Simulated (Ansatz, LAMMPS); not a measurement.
# Site preference of Ge in place of Sn in amorphous SnO2 (108 atoms): runs compared

At which site of amorphous SnO2 (108 atoms) does Ge in place of Sn cost least, and what about the site decides it?

Computed with Ansatz 0.2.0: Kohn-Sham DFT, PBE, PAW (set soft_1), plane waves.

## 1. The cell as built

The cell holds 108 atoms: 36 Sn and 72 O. Its edges and angles: a = 11.343 Å, b = 11.343 Å, c = 11.343 Å, α = 90.0°, β = 90.0°, γ = 90.0°. 108 atoms (36 Sn, 72 O) placed at random at 6.03 g/cm³, melted at 5000 K for 10 ps at fixed volume with the Morse and Coulomb pair potential with partial charges (Pedone, Malavasi, Menziani, Cormack and Segre, J. Phys. Chem. B 110, 11780 (2006)). Quenched from 5000 K to 300 K at 50 K/ps and fixed volume, held 10 ps at zero pressure, then minimised at fixed cell.

Limits known from the start: The quench rate of 50 K/ps is orders of magnitude faster than experiment, which tends to freeze in extra defects. The network of bonds at the start is that of the classical potential that made the cell, and needn't be the one that DFT or experiment would give. Sampling is at Γ alone, for a cell whose shortest periodic width is 11 Å.

## 2. The reference run

The reference is a single point at the end of the relaxation.

Every defect cell starts from the geometry of this run and is relaxed in the fixed cell.

Its input, with most atom lines left out:

```yaml
crystal:
  lattice:
    - [11.3429, 0.0, 0.0]
    - [0.0, 11.3429, 0.0]
    - [0.0, 0.0, 11.3429]
  atoms:
    - { symbol: Sn, position: [0.84431, 0.47934, 0.22901] }
    - { symbol: Sn, position: [0.9668, 0.16699, 0.51885] }
    - { symbol: Sn, position: [0.58974, 0.04301, 0.74992] }
    - { symbol: Sn, position: [0.75732, 0.64718, 0.01812] }
    - { symbol: Sn, position: [0.96261, 0.81967, 0.86961] }
    - { symbol: Sn, position: [0.64038, 0.78631, 0.24259] }
    - { symbol: Sn, position: [0.17084, 0.56464, 0.66078] }
    [... atom lines 8 to 108 left out ...]
kpoints:
  mp_grid: { grid: [1, 1, 1] }
hamiltonian:
  xc: pbe
  pseudopotentials: { kind: paw, azcp: { folder: soft_1 } }
scf:
  occupations: { method: fixed }
output:
  forces: true
  stress: true
  populations: true
  dos:
    method: { smearing: { sigma: 0.1 } }
    de: 0.1
    projected: { site_lists: { O: [O], Sn: [Sn] } }
  eigenvalues: true
  write_density: true
  write_potential: true
  volumetric_format: npy
```

```
free energy per atom   : -2386.1172 eV/atom
r.m.s. force component : 0.00686 eV/Å
pressure               : 1.685 GPa
```

Filled and empty levels are parted by 0.309 eV (at Γ alone); a semilocal functional tends to put such gaps too low. In a disordered cell it changes from sample to sample, and tail or defect levels can set it.

## 3. The runs

Each row is one run, on 4 threads of Intel Xeon Platinum 8559C (Emerald Rapids), shared host. The free energy is the program's total, comparable only between runs with the same functional, potentials and atoms.

```tsv
run	atoms	outcome	ionic steps, all passes	free energy (eV)	time	host memory (GiB)
Single point at the start	108	converged	-	-257696.413	16 s	2.3
Relaxation	108	converged	12	-257700.662	2 min	2.3
Single point at the relaxed geometry	108	converged	-	-257700.662	24 s	2.4
Ge on a site of Sn, site Sn4	108	converged	22	-255971.857	10 min	4.1
Ge on a site of Sn, site Sn11	108	converged	15	-255970.663	7.2 min	4.1
Ge on a site of Sn, site Sn21	108	converged	13	-255971.579	5.9 min	4.1
Ge on a site of Sn, site Sn30	108	converged	15	-255971.465	7.4 min	4.1
Ge on a site of Sn, site Sn36	108	converged	12	-255971.323	5.7 min	4.1
Ge on a site of Sn, site Sn12	108	converged	10	-255971.580	4.8 min	4.1
```

In some runs the program notes that starting moments were not kept.

A closer look about site Sn4, the cheapest one, after relaxation: 10 atoms, nearest first, numbered in the order of the input, with positions taken from that point.

```tsv
atom	x	y	z	distance (Å)	bonds
Ge4	-0.01	0.02	0.04	0.05	5
O40	-0.40	0.04	-1.71	1.76	3
O99	-1.50	0.61	0.85	1.83	2
O95	-0.31	-1.82	0.43	1.90	3
O107	0.79	1.74	-0.16	1.92	3
O50	1.66	-0.49	1.00	2.00	3
O51	2.52	-0.14	-1.80	3.09	3
Sn1	0.93	-1.85	2.37	3.15	6
O78	-0.39	-0.46	3.17	3.23	3
Sn6	-1.24	1.57	2.59	3.27	5
```

The column of bonds counts only the pairs O-Sn within 2.68 Å, O-Ge within 2.27 Å; other neighbours, such as metal atoms beside each other in a compound, aren't counted, and periodic images can show an atom twice.

## 4. The sites compared

All these cells hold the same atoms, so their energies can be compared with no chemical potential.

```tsv
site	neighbours	mean distance (Å)	atoms within 6 Å	energy over the best site (eV)	before relaxation (eV)	gain on relaxing (eV)
Sn4	O5	2.04	64	0.00	0.00	1.22
Sn12	O5	2.05	64	0.28	0.07	1.01
Sn21	O6	2.10	63	0.28	0.24	1.18
Sn30	O5	2.07	65	0.39	0.29	1.11
Sn36	O6	2.14	65	0.53	0.45	1.13
Sn11	O7	2.19	68	1.19	0.86	0.88
```

Neighbours are those of the relaxed host within 2.73 Å (O-Sn); other pairs aren't counted.

## 5. Findings

The cheapest site is Sn4 (5 neighbours, O5); the dearest, Sn11 (7 neighbours, O7), costs 1.2 eV more. By coordination the energies over the best site are 0.00 to 0.39 eV with 5 neighbours, 0.28 to 0.53 eV with 6 neighbours and 1.19 eV with 7 neighbours. Relaxation gains 0.88 to 1.2 eV and leaves the best site the same.

**Limits.** Defects are neutral and interact with their images. The reference ran with fixed occupations, but 6 of the 6 defect cells with fermi-dirac smearing of 0.025 eV, spin polarised. In a disordered cell the relaxation can also rearrange atoms far from the site. In the spin-polarised runs the search for a state of lower energy was switched off. Only 6 of the 36 Sn sites were tried; unless symmetry makes the others alike to these, a cheaper one may exist. The pressure of 1.7 GPa means that a free cell would grow at this level.

The DFT runs together took 44 min of wall time.

[Logs are printed without paths, hosts, clocks, repeated set-up lines and the standing remarks that a program may print on its own settings, such as how far it seeks lower states.]

[Hosts, paths, dates, database ids (printed as entryN), source tags and the programs' standing remarks are cut or masked in the printed files.]
